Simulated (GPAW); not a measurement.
# The basis that the transmission of azulenedithiol between two Ag chains needs, part 2 of 2

Aim: T(E), conductance and thermopower of azulenedithiol between two Ag chains, and what cheaper settings cost in accuracy.

GPAW 26.7.0; GPAW LCAO, PAW setups; Landauer transmission from Green's functions with principal layers (ASE), zero bias.

So far, transmission at the Fermi level (one spin): step 2 (GPAW, dzp, PBE, GPAW) 0.00103; step 3 (basis szp(dzp), PBE, GPAW) 7.9e-4; step 4 (basis sz(dzp), PBE, GPAW) 6.6e-4; step 5 (LDA) 0.00119.

### 7. Comparison

The curves are compared point by point over the common energies.

This step: comparison of transmission and cost over codes and levels (GPAW 26.7.0).

Ladder, by row:

| step | code | T at the Fermi level (sum over the listed spins) | conductance (G0) | r.m.s. T(E) from the first | wall time (s) | peak memory (GiB) | threads |
| --- | --- | --- | --- | --- | --- | --- | --- |
| dzp | GPAW | 0.001032 | 0.001032 | 0 | 148 | 2.13 | 2 |
| szp | GPAW | 7.95e-4 | 7.95e-4 | 0.1394 | 94.16 | 2.06 | 2 |
| sz | GPAW | 6.60e-4 | 6.62e-4 | 0.1535 | 83.62 | 1.98 | 2 |
| dzp-LDA | GPAW | 0.001187 | 0.001185 | 0.1158 | 129.9 | 2.13 | 2 |

Table of transmission, zone mean, sum over the listed spins by energy, zero at the Fermi level:

| energy (eV) | dzp | szp | sz | dzp-LDA |
| --- | --- | --- | --- | --- |
| -3.0000 | 0.306 | 0.263 | 0.638 | 0.310 |
| -2.9250 | 0.532 | 0.251 | 0.687 | 0.370 |
| -2.8500 | 0.00292 | 0.00236 | 0.780 | 0.470 |
| -2.7750 | 0.164 | 0.653 | 0.705 | 0.0104 |
| -2.7000 | 0.676 | 0.0429 | 0.553 | 0.130 |
| -2.6250 | 0.142 | 0.169 | 0.0484 | 0.604 |
| -2.5500 | 0.377 | 0.0204 | 0.0278 | 0.528 |
| -2.4750 | 0.0776 | 0.00938 | 0.00988 | 0.0480 |
| -2.2500 | 0.0377 | 0.0118 | 0.00374 | 0.0212 |
| -2.0250 | 0.0198 | 0.00925 | 0.0106 | 0.0169 |
| -1.7250 | 1.6e-4 | 6.5e-5 | 0.0121 | 0.00790 |
| -1.5000 | 3.0e-15 | 4.6e-15 | 7.2e-5 | 3.6e-5 |
| -1.2750 | 1.2e-15 | 2.6e-17 | 6.1e-16 | 6.9e-16 |
| -0.9750 | 0.602 | 0.0365 | 2.0e-4 | 0.603 |
| -0.9000 | 0.0656 | 0.402 | 0.00411 | 0.0809 |
| -0.7500 | 0.00750 | 0.0162 | 0.261 | 0.00907 |
| -0.5250 | 0.00216 | 0.00202 | 0.00329 | 0.00248 |
| -0.2250 | 0.00145 | 0.00114 | 0.00105 | 0.00167 |
| 0.0000 | 0.00103 | 7.9e-4 | 6.6e-4 | 0.00119 |
| 0.2250 | 6.4e-4 | 4.8e-4 | 3.8e-4 | 7.1e-4 |
| 0.5250 | 3.6e-4 | 2.7e-4 | 2.2e-4 | 3.9e-4 |
| 0.7500 | 2.7e-4 | 2.0e-4 | 1.6e-4 | 2.8e-4 |
| 0.9750 | 2.2e-4 | 1.7e-4 | 1.3e-4 | 2.2e-4 |
| 1.2750 | 1.8e-4 | 1.4e-4 | 1.1e-4 | 1.8e-4 |
| 1.5000 | 1.5e-4 | 1.2e-4 | 9.4e-5 | 1.6e-4 |
| 1.7250 | 1.3e-4 | 1.1e-4 | 8.4e-5 | 1.4e-4 |
| 2.0250 | 1.1e-4 | 9.9e-5 | 7.2e-5 | 1.1e-4 |
| 2.2500 | 9.8e-5 | 9.0e-5 | 6.4e-5 | 9.9e-5 |
| 2.4750 | 8.4e-5 | 8.1e-5 | 5.7e-5 | 8.5e-5 |
| 2.7750 | 5.9e-5 | 6.8e-5 | 4.6e-5 | 6.5e-5 |
| 3.0000 | 8.3e-5 | 5.7e-5 | 3.7e-5 | 4.1e-5 |

### 8. Temperature 1000, potential alignment off, broadening 0.05

Temperature enters only through the Fermi window. Without the shift, lead and junction are matched by their Fermi levels alone. The broadening keeps the Green's functions finite; too large a value absorbs electrons where channels are open and leaks them where none are.

This step: GPAW LCAO, PAW setups; Landauer transmission from Green's functions with principal layers (ASE), zero bias (GPAW 26.7.0).

Contents of run.py:

```python
import json
import numpy as np
from ase import Atoms
from ase.transport.calculators import TransportCalculator
from gpaw import GPAW, FermiDirac
from gpaw.lcao.tools import get_lcao_hamiltonian
from scipy.linalg import eigh

# The junction with lead layers at both ends, along the third cell vector
device = Atoms(
    ['Ag', 'Ag', 'Ag', 'Ag', 'Ag', 'Ag', 'S', 'C', 'H', 'H', 'C', 'C', 'C', 'C', 'H', 'H', 'C', 'C', 'C', 'C', 'C', 'H', 'H', 'S', 'Ag', 'Ag', 'Ag', 'Ag', 'Ag', 'Ag'],
    positions=[
        [7.44713, 4.50000, 1.33000],
        [7.44713, 4.50000, 3.99000],
        [7.44713, 4.50000, 6.65000],
        [7.44713, 4.50000, 9.31000],
        [7.44713, 4.50000, 11.97000],
        [7.44713, 4.50000, 14.63000],
        [5.84392, 4.50010, 16.46938],
        [5.80233, 4.50014, 18.17423],
        [3.67289, 4.50017, 18.59785],
        [7.98965, 4.50013, 18.66095],
        [4.69735, 4.50016, 18.93254],
        [6.97515, 4.50015, 19.02869],
        [5.14415, 4.50019, 20.31408],
        [6.60052, 4.50018, 20.32476],
        [8.57109, 4.50021, 21.17339],
        [3.25000, 4.50021, 21.19055],
        [4.32458, 4.50021, 21.37088],
        [7.51350, 4.50021, 21.43270],
        [7.19619, 4.50024, 22.73614],
        [4.68071, 4.50023, 22.77454],
        [5.88727, 4.50024, 23.37393],
        [3.79354, 4.50024, 23.41123],
        [8.04867, 4.50027, 23.41419],
        [5.87915, 4.50025, 25.13527],
        [7.44713, 4.50000, 27.00477],
        [7.44713, 4.50000, 29.66477],
        [7.44713, 4.50000, 32.32477],
        [7.44713, 4.50000, 34.98477],
        [7.44713, 4.50000, 37.64477],
        [7.44713, 4.50000, 40.30477]],
    cell=[[14.89426, 0.0, 0.0], [0.0, 9.0, 0.0], [0.0, 0.0, 41.63477]],
    pbc=True)

# One principal layer of the lead: the first 4 atoms of the device
lead = Atoms(
    ['Ag', 'Ag', 'Ag', 'Ag'],
    positions=[
        [7.44713, 4.50000, 1.33000],
        [7.44713, 4.50000, 3.99000],
        [7.44713, 4.50000, 6.65000],
        [7.44713, 4.50000, 9.31000]],
    cell=[[14.89426, 0.0, 0.0], [0.0, 9.0, 0.0], [0.0, 0.0, 10.64]],
    pbc=True)

settings = dict(mode='lcao', basis='dzp', xc='PBE', h=0.2,
                occupations=FermiDirac(0.1), maxiter=250,
                mixer=dict(beta=0.1, nmaxold=8, weight=100.0),
                convergence=dict(density=0.0001))
energies = np.arange(-3, 3 + 1e-9, 0.075)
eta = 0.05
n1, n2 = 1, 1
# k and -k transmit alike, so half of the mesh across the current serves
mesh = [(i, j) for i in range(n1) for j in range(n2) if (i, j) <= (-i % n1, -j % n2)]
weights = np.array([1 if (i, j) == (-i % n1, -j % n2) else 2 for i, j in mesh]) / (n1 * n2)

# [... helper functions left out ...]
fermi_lead = ground_state(lead, (1, 1, 11), 'lead.txt')
fermi_device = ground_state(device, (1, 1, 2), 'device.txt')
# [... loop over the mesh left out, but for ...]
        # Lead and device are aligned by their Fermi levels alone
        shift = 0.0
# [...]
kT = 8.617333e-5 * 1000
bias = [0.1, 0.2, 0.5, 1.0, 1.5, 2.0]
# [... integrals and printing left out ...]
```

Run with:

```console
> OMP_NUM_THREADS=1 OPENBLAS_NUM_THREADS=2 python run.py
```

What it wrote:

```text
basis functions: device 510, principal layer 108
Fermi level: lead -4.1695 eV, device -4.0867 eV; lead shifted by 0.0000 eV
largest coupling past the next layer 3.56e-05 eV, largest misfit of the first layer 0.162 eV
  E-E_F (eV)   T (one spin)  [channel counts left out]
    -3.000    2.4007e-02
    -2.925    1.2533e-02
    -2.850    1.5571e-03
    -2.775    6.5233e-03
    -2.700    1.9815e-02
    -2.625    1.7773e-02
    -2.550    2.4389e-02
    -2.475    1.4730e-02
    -2.400    1.0129e-02
    -2.325    8.1420e-03
    -2.250    6.7594e-03
    -2.175    5.0611e-03
    -2.100    3.9595e-03
    -2.025    2.9173e-03
    -1.950    1.8024e-03
    -1.875    7.5763e-04
[...]
2.475    5.6369e-05
     2.550    5.2906e-05
     2.625    4.9126e-05
     2.700    4.4878e-05
     2.775    3.9927e-05
     2.850    3.3895e-05
     2.925    2.6726e-05
     3.000    2.8162e-05
conductance at 1000 K: 0.00044992 G0 a cell; thermopower 27.92 uV/K
current from the zero-bias T(E) at 0.1 V: 0.0034844 uA
current from the zero-bias T(E) at 0.2 V: 0.0069599 uA
current from the zero-bias T(E) at 0.5 V: 0.017274 uA
current from the zero-bias T(E) at 1.0 V: 0.034689 uA
current from the zero-bias T(E) at 1.5 V: 0.058852 uA
current from the zero-bias T(E) at 2.0 V: 0.095766 uA
```

Run time: 4.4 min. Hardware: 2 threads of Arm Neoverse V2, shared host; peak memory 2.1 GiB.

The run finished with changed settings (temperature = 1000, align = false and eta = 0.05); it serves as a test.

Side by side:

| quantity | this run | sound run | difference |
| --- | --- | --- | --- |
| conductance (G₀) | 4.499e-4 | 0.0010318 | -5.8e-4 |
| thermopower (μV/K) | 27.923 | 13.971 | 14.0 |
| largest misfit of the first principal layer (eV) | 0.16214 | 0.17853 | -0.0164 |
| shift that aligns the lead (eV) | 0 | 0.0076537 | -0.00765 |
| transmission at the Fermi level (one spin) | 4.577e-4 | 0.0010325 | -5.7e-4 |

The two runs differ clearly in the conductance: 4.5e-4 G₀ against 0.00103 G₀.

### 9. Potential alignment off

Without the shift, lead and junction are matched by their Fermi levels alone.

Edit run.py of step 8 so:

```diff
@@ -61,3 +61,3 @@
 energies = np.arange(-3, 3 + 1e-9, 0.075)
-eta = 0.05
+eta = 0.0001
 n1, n2 = 1, 1
@@ -74,3 +74,3 @@
 # [...]
-kT = 8.617333e-5 * 1000
+kT = 8.617333e-5 * 300
 bias = [0.1, 0.2, 0.5, 1.0, 1.5, 2.0]
```

What it wrote:

```text
basis functions: device 510, principal layer 108
Fermi level: lead -4.1695 eV, device -4.0867 eV; lead shifted by 0.0000 eV
largest coupling past the next layer 3.56e-05 eV, largest misfit of the first layer 0.162 eV
  E-E_F (eV)   T (one spin)  [channel counts left out]
    -3.000    3.0973e-01
    -2.925    5.2714e-01
    -2.850    2.9108e-03
    -2.775    1.6178e-01
    -2.700    6.7905e-01
    -2.625    1.4000e-01
    -2.550    3.7319e-01
    -2.475    7.8339e-02
    -2.400    4.7972e-02
    -2.325    4.0872e-02
    -2.250    3.6267e-02
    -2.175    2.2014e-02
    -2.100    2.3547e-02
    -2.025    2.0490e-02
    -1.950    1.6274e-02
    -1.875    1.0670e-02
[...]
2.475    8.3568e-05
     2.550    7.8353e-05
     2.625    7.2716e-05
     2.700    6.6411e-05
     2.775    5.9054e-05
     2.850    4.9808e-05
     2.925    3.6431e-05
     3.000    7.7030e-05
conductance at 300 K: 0.0010338 G0 a cell; thermopower 13.81 uV/K
current from the zero-bias T(E) at 0.1 V: 0.0080102 uA
current from the zero-bias T(E) at 0.2 V: 0.016025 uA
current from the zero-bias T(E) at 0.5 V: 0.040114 uA
current from the zero-bias T(E) at 1.0 V: 0.0826 uA
current from the zero-bias T(E) at 1.5 V: 0.16824 uA
current from the zero-bias T(E) at 2.0 V: 2.9958 uA
```

The job ended after 2.9 min (2 threads; peak memory 2.1 GiB).

This step gave:

```yaml
conductance: 0.001034 G₀
thermopower: 13.81 μV/K
largest_coupling_past_the_next_principal_layer: 3.56e-5 eV
largest_misfit_of_the_first_principal_layer: 0.1621 eV
shift_that_aligns_the_lead: 0 eV
transmission_at_the_fermi_level_one_spin: 0.001035
```

One spin. Transmission, zone mean against energy, zero at the Fermi level:

| energy (eV) | transmission, zone mean |
| --- | --- |
| -3.00 | 0.310 |
| -2.92 | 0.527 |
| -2.77 | 0.162 |
| -2.70 | 0.679 |
| -2.55 | 0.373 |
| -2.40 | 0.0480 |
| -2.17 | 0.0220 |
| -1.95 | 0.0163 |
| -1.73 | 1.5e-4 |
| -1.57 | 1.2e-12 |
| -1.35 | 0 |
| -1.12 | 1.8e-12 |
| -0.97 | 0.590 |
| -0.90 | 0.0672 |
| -0.75 | 0.00737 |
| -0.53 | 0.00219 |
| -0.30 | 0.00154 |
| -0.07 | 0.00118 |
| 0.00 | 0.00104 |
| 0.07 | 8.9e-4 |
| 0.30 | 5.4e-4 |
| 0.53 | 3.6e-4 |
| 0.75 | 2.7e-4 |
| 0.90 | 2.3e-4 |
| 1.12 | 1.9e-4 |
| 1.35 | 1.7e-4 |
| 1.57 | 1.5e-4 |
| 1.73 | 1.3e-4 |
| 1.95 | 1.2e-4 |
| 2.17 | 1.0e-4 |
| 2.40 | 8.9e-5 |
| 2.55 | 7.8e-5 |
| 2.77 | 5.9e-5 |
| 3.00 | 7.7e-5 |

Not self-consistent under bias; the bias window is split evenly. Current through one cell, from the zero-bias transmission against bias:

| bias (V) | current through one cell, from the zero-bias transmission (μA) |
| --- | --- |
| 0.100 | 0.00801 |
| 0.200 | 0.0160 |
| 0.500 | 0.0401 |
| 1.000 | 0.0826 |
| 1.500 | 0.168 |
| 2.000 | 3.00 |

Table of transmission of the three most open eigenchannels by energy, zero at the Fermi level:

| energy (eV) | channel 1 | channel 2 | channel 3 |
| --- | --- | --- | --- |
| -3.00 | 0.257 | 0.0523 | 3.9e-4 |
| -2.77 | 0.161 | 4.4e-4 | 2.5e-5 |
| -2.55 | 0.359 | 0.0139 | 1.6e-4 |
| -2.40 | 0.0430 | 0.00477 | 2.2e-4 |
| -2.17 | 0.0194 | 0.00239 | 2.5e-4 |
| -1.95 | 0.0151 | 1.0e-3 | 2.2e-4 |
| -1.73 | 1.5e-4 | 3.7e-12 | 0 |
| -1.57 | 1.2e-12 | 0 | 0 |
| -1.35 | 0 | 0 | 0 |
| -1.12 | 1.8e-12 | 0 | 0 |
| -0.90 | 0.0672 | 0 | 0 |
| -0.75 | 0.00737 | 0 | 0 |
| -0.53 | 0.00219 | 0 | 0 |
| -0.30 | 0.00154 | 0 | 0 |
| -0.07 | 0.00118 | 0 | 0 |
| 0.00 | 0.00104 | 0 | 0 |
| 0.07 | 8.9e-4 | 0 | 0 |
| 0.30 | 5.4e-4 | 0 | 0 |
| 0.53 | 3.6e-4 | 0 | 0 |
| 0.75 | 2.7e-4 | 0 | 0 |
| 0.90 | 2.3e-4 | 0 | 0 |
| 1.12 | 1.9e-4 | 0 | 0 |
| 1.35 | 1.7e-4 | 0 | 0 |
| 1.57 | 1.5e-4 | 0 | 0 |
| 1.73 | 1.3e-4 | 0 | 0 |
| 1.95 | 1.2e-4 | 0 | 0 |
| 2.17 | 1.0e-4 | 0 | 0 |
| 2.40 | 8.9e-5 | 0 | 0 |
| 2.55 | 7.8e-5 | 0 | 0 |
| 2.77 | 5.9e-5 | 0 | 0 |
| 3.00 | 6.3e-5 | 1.4e-5 | 1.1e-12 |

The conductance equals that of the dzp run to 0.2 %.

### 10. Outcome

* conductance: 0.00103 G₀
* transmission at the Fermi level, mean of the spins: 0.00103
* thermopower: 14.0 μV/K

In the dzp basis the junction conducts 0.00103 G₀ at 300 K, with T = 0.00103 a spin at the Fermi level; no smaller basis tried comes within 10 % of that conductance. The junction is in the tunnelling regime at the Fermi level. The positive thermopower says that the thermally weighted transmission is larger below the Fermi level, as for hole-like transport. Measured against the first run (dzp), the nearest curve is that of dzp-LDA (r.m.s. 0.12) and the farthest that of sz (0.15). Over the compared runs wall time goes from 84 s (sz) to 148 s (dzp), on a shared host. The geometry was built from estimated bond lengths and not relaxed, so the numbers describe this model structure. Chains and heavy atoms lie in or near one plane, so the lead's one s-like channel couples little or not at all to the π orbitals, which are odd under that mirror; the current goes mainly through σ states, and a contact out of the plane would conduct differently. An evenly spaced straight chain is an idealisation: free chains tend to dimerise, zigzag or, where a band edge lies near the Fermi level, turn magnetic. The currents use the zero-bias T(E) throughout, which holds only while the bias is small against the distance to the nearest feature. The energy step is wider than the thermal energy, so the conductance and thermopower rest on interpolation of T(E).

[Logs are printed without paths, hosts, clocks, repeated set-up lines and the standing remarks that a program may print on its own settings, such as how far it seeks lower states.]

[Hosts, paths, dates, database ids (printed as entryN), source tags and the programs' standing remarks are cut or masked in the printed files.]
